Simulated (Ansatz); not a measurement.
SiO2 (P4_32_12), computed twice by G0W0.

Symmetry: P4_32_12, No. 96, tetragonal system. The conventional cell has a = 4.933 Å, b = 4.933 Å, c = 6.465 Å, α = 90.00°, β = 90.00°, γ = 90.00°. Nearest to Si lie 4 O at 1.62 Å. Nearest to O lie 2 Si at 1.62 Å. Farther neighbours and most contacts between anions are not listed.

```
Si O
1.0
     4.93290    0.00000    0.00000
     0.00000    4.93290    0.00000
     0.00000    0.00000    6.46450
Si O
4 8
Direct
  0.81771 0.81771 0.50000
  0.68229 0.31771 0.25000
  0.18230 0.18230 0.00000
  0.31771 0.68229 0.75000
  0.26834 0.36457 0.80193
  0.13543 0.76834 0.55193
  0.73166 0.63543 0.30193
  0.86457 0.23166 0.05193
  0.76834 0.13543 0.44807
  0.63543 0.73166 0.69807
  0.23166 0.86457 0.94807
  0.36457 0.26834 0.19807
```

The cell and positions come from the Crystallography Open Database and are kept as given unless a step says otherwise.

The first (Ansatz 0.2.0; start LDA, 4×4×2 mesh, 862 empty bands, screening to 180 eV, PAW set soft_1 files; 1 × NVIDIA H100 80GB HBM3 (shared by 6 runs) with 3 threads of AMD EPYC 7R13 (Zen 3), shared host) gave, on its mesh: starting gap 5.48 eV, G0W0 gap 8.69 eV, RPA ε∞ (mean) 2.36, 75 s.

The second gave: starting gap 5.48 eV, G0W0 gap 8.36 eV, RPA ε∞ (mean) 2.39, 11 s.

Q: What was changed in the input? Choose among start, files, mesh, bands and cutoff, frequency model or another key.

Changed: empty bands from 862 to 141 and screening cutoff (eV) from 180.0 to 54. The starting gap stayed, which rules out the functional and points to the GW step. Other changes could give like numbers; this is the one that was made.

Limits: not at the basis limit; coarse k mesh.

[Paths, hosts, dates, memory and timing lines, banners, echoed tables and standing remarks are left out of the program output.]

[Logs are printed without paths, hosts, clocks, repeated set-up lines and the standing remarks that a program may print on its own settings, such as how far it seeks lower states.]

[Runs of the session that timed out or met a known fault of the program may be left out.]

[Cells called generated may have been cut or substituted from an entry of the Crystallography Open Database or the Materials Project.]

[Hosts, paths, dates, database ids (printed as entryN), source tags and the programs' standing remarks are cut or masked in the printed files.]
